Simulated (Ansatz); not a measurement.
# (BAs)3(BeS)1 [001] superlattice, started as zinc blende: phonons and vibrational spectra

Task: relax (BAs)3(BeS)1 [001] superlattice, started as zinc blende, then find its harmonic phonons.

Calculated with Ansatz 0.2.0; DFT PBEsol, scalar-relativistic, plane waves, PAW.

The structure was built from a prototype and need not be the compound's stable phase.

## 1. The starting structure

Symmetry: Pmm2, No. 25, orthorhombic system. Conventional cell: a = 3.396 Å, b = 3.396 Å, c = 9.605 Å, α = 90.00°, β = 90.00°, γ = 90.00°. Nearest to As lie 4 B at 2.08 Å. Nearest to As lie 2 Be at 2.08 Å and 2 B at 2.08 Å. B has 2 As at 2.08 Å and 2 S at 2.08 Å nearest. B has 4 As at 2.08 Å nearest. Nearest to B lie 4 As at 2.08 Å. Farther neighbours and most contacts between anions are not listed.

## 2. Coarse relaxation

A rough relaxation comes first, because large forces or stress need no tight tolerances yet.

File input.yaml:

```yaml
crystal:
  lattice:
    - [2.40125, 2.40125, 0.0]
    - [-2.40125, 2.40125, 0.0]
    - [0.0, 0.0, 9.605]
  atoms:
    - { symbol: As, position: [0.5, 0.0, 0.125] }
    - { symbol: As, position: [0.0, 0.5, 0.375] }
    - { symbol: As, position: [0.5, 0.0, 0.625] }
    - { symbol: B, position: [0.0, 0.0, 0.0] }
    - { symbol: B, position: [0.5, 0.5, 0.25] }
    - { symbol: B, position: [0.0, 0.0, 0.5] }
    - { symbol: Be, position: [0.5, 0.5, 0.75] }
    - { symbol: S, position: [0.0, 0.5, 0.875] }
kpoints:
  mp_grid: { grid: [6, 6, 2] }
hamiltonian:
  xc: pbesol
scf:
  occupations: { method: gaussian, width: 0.1 }
output:
  forces: true
  stress: true
  eigenvalues: true
relax:
  adjacent_minimum: "off"
  f_tol: 0.05
  max_steps: 80
  cell: { stress_tol: 0.5 }
```

Started as:

```bash
ansatz run input.yaml --threads 8 --pin off --max-ram 14336MiB --backend cpu --events-out ev --progress --plain --runs-dir out
```

Numbers of over 12 decimals in the logs are rounded to 6 here.

The program printed:

```text
The last accepted step is kept in <dir> (removed where the run ends without a failure and the disk answers)
Engine: ansatz 0.2.0, x86_64-unknown-linux-gnu
Pseudopotentials: kind: paw
Pseudopotential: As, paw, valence charge 15, recommended cutoff 420 eV (normal), As.paw.azcp
Pseudopotential: B, paw, valence charge 3, recommended cutoff 420 eV (normal), B.paw.azcp
[...]
- [-2.388389, 2.388389, 0]
    - [0, 0, 9.613136]
  atoms:
    - { symbol: As, position: [0.5, 0, 0.123788] }
    - { symbol: As, position: [0, 0.5, 0.371135] }
    - { symbol: As, position: [0.5, 0, 0.617943] }
    - { symbol: B, position: [0, 0, 0.000614075] }
    - { symbol: B, position: [0.500000, 0.500000, 0.247088] }
    - { symbol: B, position: [0, 0, 0.495473] }
    - { symbol: Be, position: [0.500000, 0.500000, 0.757265] }
    - { symbol: S, position: [0, 0.5, 0.886694] }
[key lines of the parts left out:]
SCF converged after 4 iterations
Free energy (F): -15873.347819 eV
Fermi energy:    10.650757 eV
P = ⅓ Tr σ = 0.0506 GPa (0.506 kbar)
```

It took 7.4 s on 8 threads of Intel Xeon Platinum 8488C (Sapphire Rapids), shared host; peak memory 0.61 GiB; 52 s of CPU time.

The steps of the relaxation:

| step | energy less that of the first step (eV) | largest force component (eV/Å) | pressure (GPa) | volume (Å³) |
| --- | --- | --- | --- | --- |
| 1 | 0.0000 | 1.2262 | -1.08 | 110.76 |
| 2 | -0.1049 | 0.3893 | -0.37 | 110.08 |
| 3 | -0.1251 | 0.1825 | 0.07 | 109.68 |
| 4 | -0.1270 | 0.0501 | 0.03 | 109.70 |
| 5 | -0.1271 | 0.0236 | 0.05 | 109.65 |
| 6* | -0.1266 | 0.0235 | 0.05 | 109.65 |

Relaxation steps marked * repeat the geometry before them on a plane-wave basis chosen anew for their cell, so energy and pressure can jump there.

The run keeps the 4 symmetry operations that it works with, so distortions that break them were not tested.

| conventional cell, symmetrised | before | after | change |
| --- | --- | --- | --- |
| a (Å) | 3.396 | 3.377 | -0.6 % |
| b (Å) | 3.396 | 3.378 | -0.5 % |
| c (Å) | 9.605 | 9.613 | +0.1 % |
| volume (Å³/atom) | 13.85 | 13.71 | -1.0 % |

The atoms that moved most (Å, as changes of fractional coordinates times the final cell):

| atom | dx | dy | dz | length |
| --- | --- | --- | --- | --- |
| S8 | 0.000 | 0.000 | 0.112 | 0.112 |
| Be7 | 0.000 | 0.000 | 0.070 | 0.070 |
| As3 | 0.000 | 0.000 | -0.068 | 0.068 |
| B6 | 0.000 | 0.000 | -0.044 | 0.044 |
| As2 | 0.000 | 0.000 | -0.037 | 0.037 |
| B5 | 0.000 | 0.000 | -0.028 | 0.028 |
| As1 | 0.000 | 0.000 | -0.012 | 0.012 |
| B4 | 0.000 | 0.000 | 0.006 | 0.006 |

Numbers from this step:

```
pressure          : 0.05058 GPa
volume per atom   : 13.71 Å³
gap on the k-mesh : 0 eV
```

In this step the volume went from 13.85 to 13.71 Å³/atom.

## 3. Bringing the structure to rest

The cell and atoms are relaxed, since residual forces and stress would shift the frequencies.

File input.yaml:

```yaml
crystal:
  lattice:
    - [2.3877573632, 2.3877573632, 0.0]
    - [-2.3883894128, 2.3883894128, 0.0]
    - [0.0, 0.0, 9.6131364118]
  atoms:
    - { symbol: As, position: [0.5, 0.0, 0.1237882034] }
    - { symbol: As, position: [0.0, 0.5, 0.3711348424] }
    - { symbol: As, position: [0.5, 0.0, 0.6179432801] }
    - { symbol: B, position: [0.0, 0.0, 0.0006140753] }
    - { symbol: B, position: [0.5, 0.5, 0.2470875426] }
    - { symbol: B, position: [0.0, 0.0, 0.4954730242] }
    - { symbol: Be, position: [0.5, 0.5, 0.7572654306] }
    - { symbol: S, position: [0.0, 0.5, 0.8866936013] }
kpoints:
  mp_grid: { grid: [10, 10, 4] }
hamiltonian:
  xc: pbesol
scf:
  occupations: { method: gaussian, width: 0.1 }
output:
  forces: true
  stress: true
  eigenvalues: true
  write_density: true
  write_potential: true
  elf: true
  volumetric_format: npy
relax:
  adjacent_minimum: "off"
  f_tol: 0.005
  max_steps: 80
  cell: { stress_tol: 0.05 }
```

The program printed:

```text
[...]
Crystal: 8 atoms, lattice volume = 109.645 Å³
Basis set: ecut = 420 eV, 2121 PW (Γ), exchange–correlation on 48×48×144 points (8 copies of the dense FFT grid, shifted against one another)
Bands: 39, of which v1, the nominal top of the filled ones, is band 31 counted from 1 (30 counted from 0)
Symmetry: 4 space group operations
[...]
k-points: 108 of 400 (time reversal used)
[...]
SCF iter   1: F=—  HF=-15873.382491 eV  |F-HF|=—  |Δ(HF+E_count)|=         —  Δρ=6.08e-3  dr2=1.78e-1  ethr=1.77e-3  ⟨swp⟩=6.9  Hψ=18175  notcnv=0
[...]
SCF iter  10: F=-15873.350237 eV  HF=-15873.350237 eV  |F-HF|=5.94e-8  |Δ(HF+E_count)|=   3.00e-8  Δρ=2.82e-6  dr2=7.07e-8  ethr=1.61e-10  ⟨swp⟩=13.5  Hψ=26437  notcnv=0
SCF 1 converged in 10 iterations: F = -15873.350237 eV  dr2 = 7.07e-8
[...]
relax step   1: F+E_penalty+E_count = -15873.35023737 eV  Δ(F+E_penalty+E_count) = +0.000e0 eV  max|allowed force component| = 1.114e-1 eV/Å  Δτ_max = 0.0000 Å  P = +0.103 GPa  Ω = 109.645 Å³  (10 SCF iters, dr2 threshold 1.00e-7 eV, accepted)
Crystal: 8 atoms, lattice volume = 109.677 Å³
[...]
SCF iter   5: F=-15873.351184 eV  HF=-15873.351185 eV  |F-HF|=5.77e-7  |Δ(HF+E_count)|=   7.37e-7  Δρ=1.13e-5  dr2=7.12e-7  ethr=1.25e-9  ⟨swp⟩=7.8  Hψ=27448  notcnv=0
SCF 2 converged in 5 iterations: F = -15873.351184 eV  dr2 = 7.12e-7
relax step   2: F+E_penalty+E_count = -15873.35118406 eV  Δ(F+E_penalty+E_count) = -9.467e-4 eV  max|allowed force component| = 5.526e-2 eV/Å  Δτ_max = 0.0075 Å  P = +0.071 GPa  Ω = 109.677 Å³  energy of the carried Pulay correction = -1.455e-5 eV  (5 SCF iters, dr2 threshold 7.76e-7 eV, accepted)
Crystal: 8 atoms, lattice volume = 109.732 Å³
[...]
SCF iter   6: F=-15873.351585 eV  HF=-15873.351585 eV  |F-HF|=4.81e-8  |Δ(HF+E_count)|=   1.94e-7  Δρ=5.25e-6  dr2=8.32e-8  ethr=3.43e-10  ⟨swp⟩=7.4  Hψ=25581  notcnv=0
SCF 3 converged in 6 iterations: F = -15873.351585 eV  dr2 = 8.32e-8
relax step   3: F+E_penalty+E_count = -15873.35158468 eV  Δ(F+E_penalty+E_count) = -4.006e-4 eV  max|allowed force component| = 2.035e-2 eV/Å  Δτ_max = 0.0050 Å  P = +0.028 GPa  Ω = 109.732 Å³  energy of the carried Pulay correction = -3.969e-5 eV  (6 SCF iters, dr2 threshold 2.13e-7 eV, accepted)
[...]
relax step   4: F+E_penalty+E_count = -15873.35158504 eV  Δ(F+E_penalty+E_count) = -3.544e-7 eV  max|allowed force component| = 8.867e-3 eV/Å  Δτ_max = 0.0015 Å  P = -0.016 GPa  Ω = 109.780 Å³  energy of the carried Pulay correction = -6.127e-5 eV  (6 SCF iters, dr2 threshold 2.59e-8 eV, accepted)
[...]
relax step   5: F+E_penalty+E_count = -15873.35159792 eV  Δ(F+E_penalty+E_count) = -1.288e-5 eV  max|allowed force component| = 5.725e-4 eV/Å  Δτ_max = 0.0005 Å  P = +0.001 GPa  Ω = 109.763 Å³  energy of the carried Pulay correction = -5.345e-5 eV  (5 SCF iters, dr2 threshold 4.91e-9 eV, accepted)
[...]
SCF iter   5: F=-15873.351649 eV  HF=-15873.351649 eV  |F-HF|=8.73e-11  |Δ(HF+E_count)|=  3.46e-11  Δρ=1.25e-7  dr2=6.69e-11  ethr=1.00e-12  ⟨swp⟩=5.5  Hψ=20317  notcnv=0
SCF 6 converged in 5 iterations: F = -15873.351649 eV  dr2 = 6.69e-11
relax step   6: F+E_penalty+E_count = -15873.35164896 eV  Δ(F+E_penalty+E_count) = -5.104e-5 eV  max|allowed force component| = 5.677e-4 eV/Å  Δτ_max = 0.0000 Å  P = +0.001 GPa  Ω = 109.763 Å³  stress off target by 3.08e-3 GPa  SCF on the basis re-selected at this cell (its energy is not comparable with the rows above)  (5 SCF iters)
basis re-selected at this cell: Δ(F+E_penalty+E_count) = -5.104e-5 eV, ΔP = +0.000 GPa vs the last step (what re-selecting the basis moved, of the pressure what is left beyond the Pulay correction that the steps carried, after the strain that the cell walked since its last selection, with what the two solves' SCF thresholds leave and, on support functions, any second-order correction that the steps lacked; it is no m [...]
SCF converged after 5 iterations
Free energy (F): -15873.351649 eV
[...]
Internal energy: -15873.346573 eV  (E = F + TS)
E sigma→0 (E₀):  -15873.349111 eV
Entropy (-TS):   -0.005076 eV (-0.634 meV/atom)
Fermi energy:    10.605068 eV
[...]
--- Forces (eV/Å), atoms counted from 1 ---
  atom   1  As    -0.00000000     0.00000000     0.00040832
  atom   2  As    -0.00000000    -0.00000000    -0.00009076
  atom   3  As    -0.00000000     0.00000000    -0.00029102
  atom   4  B      0.00000000     0.00000000     0.00045942
  atom   5  B      0.00000000    -0.00000000    -0.00034484
  atom   6  B      0.00000000     0.00000000    -0.00006813
  atom   7  Be     0.00000000     0.00000000     0.00049782
  atom   8  S     -0.00000000    -0.00000000    -0.00056726
  max |Σ_I F_I| component: 3.55e-6 eV/Å
--- Stress (GPa, compression-positive) ---
        0.000380       0.002297      -0.000000
        0.002297       0.000380      -0.000000
       -0.000000      -0.000000       0.003083
  P = ⅓ Tr σ = 0.0013 GPa (0.013 kbar)
--- Band table (eV; the first three rows and the last of 108) ---
  k-point 0: bands = [... 27 lower, 8.0110, 9.7313, 9.7747, 10.2017, 10.8468, 11.1564, 11.8033, 12.1123, ... 4 higher]
  k-point 1: bands = [... 27 lower, 8.1641, 9.3279, 9.4762, 10.3124, 10.5185, 11.1073, 11.8874, 12.2419, ... 4 higher]
  k-point 2: bands = [... 27 lower, 8.3462, 8.7260, 9.1356, 10.2299, 10.3641, 11.0625, 11.9612, 12.5020, ... 4 higher]
  k-point 107: bands = [... 27 lower, 5.4912, 5.6443, 6.3751, 6.4366, 12.3426, 12.4356, 12.5048, 12.8020, ... 4 higher]
--- Relaxed structure (5 steps of the walk, 5 accepted, 1 SCFs on fresh bases) ---
[...]
cell:  # Å, volume = 109.7627 Å³
    - [2.387069, 2.387069, 0]
    - [-2.389600, 2.389600, 0]
    - [0, 0, 9.621314]
  atoms:
    - { symbol: As, position: [0.5, 0, 0.124255] }
    - { symbol: As, position: [0, 0.5, 0.371626] }
    - { symbol: As, position: [0.5, 0, 0.618285] }
    - { symbol: B, position: [0, 0, 0.00105684] }
    - { symbol: B, position: [0.500000, 0.500000, 0.247344] }
    - { symbol: B, position: [0, 0, 0.495450] }
    - { symbol: Be, position: [0.500000, 0.500000, 0.755882] }
    - { symbol: S, position: [0, 0.5, 0.886101] }
```

Wall time 23 s (8 threads); peak memory 0.83 GiB.

Relaxation path:

| step | energy less that of the first step (eV) | largest force component (eV/Å) | pressure (GPa) | volume (Å³) |
| --- | --- | --- | --- | --- |
| 1 | 0.0000 | 0.1114 | 0.10 | 109.65 |
| 2 | -0.0009 | 0.0553 | 0.07 | 109.68 |
| 3 | -0.0013 | 0.0204 | 0.03 | 109.73 |
| 4 | -0.0013 | 0.0089 | -0.02 | 109.78 |
| 5 | -0.0014 | 0.0006 | 0.00 | 109.76 |
| 6* | -0.0014 | 0.0006 | 0.00 | 109.76 |

Relaxation steps marked * repeat the geometry before them on a plane-wave basis chosen anew for their cell, so energy and pressure can jump there.

The run keeps the 4 symmetry operations that it works with, so distortions that break them were not tested.

| conventional cell, symmetrised | before | after | change |
| --- | --- | --- | --- |
| a (Å) | 3.377 | 3.376 | -0.0 % |
| b (Å) | 3.378 | 3.379 | +0.1 % |
| c (Å) | 9.613 | 9.621 | +0.1 % |
| volume (Å³/atom) | 13.71 | 13.72 | +0.1 % |

The atoms that moved most (Å, as changes of fractional coordinates times the final cell):

| atom | dx | dy | dz | length |
| --- | --- | --- | --- | --- |
| Be7 | 0.000 | 0.000 | -0.013 | 0.013 |
| S8 | 0.000 | 0.000 | -0.006 | 0.006 |

Final coordinates:

```cif
data_structure
_symmetry_space_group_name_H-M 'P 1'
_symmetry_Int_Tables_number 1
_cell_length_a 3.3758
_cell_length_b 3.3794
_cell_length_c 9.6213
_cell_angle_alpha 90.000
_cell_angle_beta 90.000
_cell_angle_gamma 90.000
_cell_volume 109.76
loop_
_atom_site_label
_atom_site_type_symbol
_atom_site_fract_x
_atom_site_fract_y
_atom_site_fract_z
_atom_site_occupancy
As1 As 0.50000 0.00000 0.12426 1
As2 As 0.00000 0.50000 0.37163 1
As3 As 0.50000 0.00000 0.61828 1
B4 B 0.00000 0.00000 0.00106 1
B5 B 0.50000 0.50000 0.24734 1
B6 B 0.00000 0.00000 0.49545 1
Be7 Be 0.50000 0.50000 0.75588 1
S8 S 0.00000 0.50000 0.88610 1
```

Numbers from this step:

```yaml
pressure: 0.001281 GPa
volume_per_atom: 13.72 Å³
```

Valence density in the ac plane at fractional y = 0.500, with atoms of As and B and Be and S within 0.2 Å of it. It is the smooth field of the valence electrons, not physical close to the nuclei.

Values in e/Å³, 24 rows by 14 columns, each cell a mean:
```
 1  1  1  0  0  0  0  0  0  0  0  0  1  1
 1  1  1  1  0  0  0  0  0  0  0  1  1  1
 0  1  1  1  1  0  0  0  0  0  1  1  1  1
 1  1  1  1  1  0  0  0  0  0  1  1  1  1
 1  1  1  1  0  0  0  0  0  0  0  1  1  1
 0  0  0  0  0  0  0  0  0  0  0  0  0  0
 0  0  0  0  0  0  0  0  0  0  0  0  0  0
 0  0  0  0  0  0  0  0  0  0  0  0  0  0
 0  0  0  0  0  0  0  0  0  0  0  0  0  0
 0  0  0  0  0  0  0  0  0  0  0  0  0  0
 0  0  0  0  0  0  0  0  0  0  0  0  0  0
 0  0  0  0  0  0  0  0  0  0  0  0  0  0
 1  1  0  0  0  0  0  0  0  0  0  0  0  1
 6  4  2  1  0  0  0  0  0  0  0  1  2  4
24 15  5  1  0  0  0  0  0  0  1  2  6 17
18 12  4  1  1  0  0  0  0  1  1  2  5 13
 3  2  1  1  1  1  1  1  1  1  1  1  1  2
 0  0  0  1  1  1  1  0  1  1  1  1  0  0
 0  0  0  0  0  1  1  1  1  1  0  0  0  0
 0  0  0  0  0  0  1  1  0  0  0  0  0  0
 0  0  0  0  0  0  0  0  0  0  0  0  0  0
 0  0  0  0  0  0  0  0  0  0  0  0  0  0
 0  0  0  0  0  0  0  0  0  0  0  0  0  0
 0  0  0  0  0  0  0  0  0  0  0  0  0  0
```
Columns run along a (3.4 Å), rows up along c (9.6 Å). Atoms in or near the plane, at fractional coordinates: As at (0.00, 0.37), B at (0.50, 0.25), Be at (0.50, 0.76), S at (0.00, 0.89).

Electrostatic potential energy in the ac plane at fractional y = 0.500, with atoms of As and B and Be and S within 0.2 Å of it. With pseudopotentials it is smooth inside the atoms' cores, unlike the true potential.

Ten even steps from '0' (-32 eV) to '9' (14 eV), each cell a mean:
```
45678999999998765
00036899999986300
22015789999875102
00136888778886310
45677753223577765
88988630000368898
99998752112578999
99999987777899999
99999999999999999
99999999999999999
99999999999999999
99999999999999999
66778999999998776
77656899999986567
99965789999875699
99855788888875589
66567764224677656
77888620000268887
99998730000378999
99999876556789999
99999999889999999
99999999999999999
99999999999999999
88999999999999998
```
Columns run along a (3.4 Å; values clipped at the 3rd and 97th percentile), rows up along c (9.6 Å). Atoms in or near the plane, at fractional coordinates: As at (0.00, 0.37), B at (0.50, 0.25), Be at (0.50, 0.76), S at (0.00, 0.89).

ELF in the ac plane at fractional y = 0.500, with atoms of As and B and Be and S within 0.2 Å of it. It is the smooth field of the valence electrons, not physical close to the nuclei.

Ten even steps from '_' (0.00) to '@' (0.94), each cell a mean:
```
%%%%####++==::________::==++####%%
--==**%%%%##++::....::++##%%%%**==
__..++%%@@@@##==::::==##@@@@%%++..
==**%%@@@@@@%%++::::++%%@@@@@@%%**
%%@@@@@@@@%%**::____::**%%@@@@@@@@
********++--..________..--++******
..............________............
______..::----========----::..____
________..::--========--::..______
__________....::::::::....________
________________....______________
----::::..________________..::::--
****++==--::..________..::--==++**
====++++++==--..____..--==++++++==
::..--++****++==----==++****++--..
::::--**##%%%%##****##%%%%##**--::
++++**##%%@@@@##====##@@@@%%##**++
++++**%%%%%%**::____::**%%%%%%**++
::--==++++++==::....::==++++++==--
____..::--==++++++++++++==--::..__
________..::--==++++==--::..______
__________....::::::::....________
....____________________________..
++++==--..________________..--==++
```
Columns run along a (3.4 Å), rows up along c (9.6 Å). Atoms in or near the plane, at fractional coordinates: As at (0.00, 0.37), B at (0.50, 0.25), Be at (0.50, 0.76), S at (0.00, 0.89).

In this step the volume went from 13.71 to 13.72 Å³/atom.

(Part 1 of 2 ends here.)

[Logs are printed without paths, hosts, clocks, repeated set-up lines and the standing remarks that a program may print on its own settings, such as how far it seeks lower states.]

[Hosts, paths, dates, database ids (printed as entryN), source tags and the programs' standing remarks are cut or masked in the printed files.]
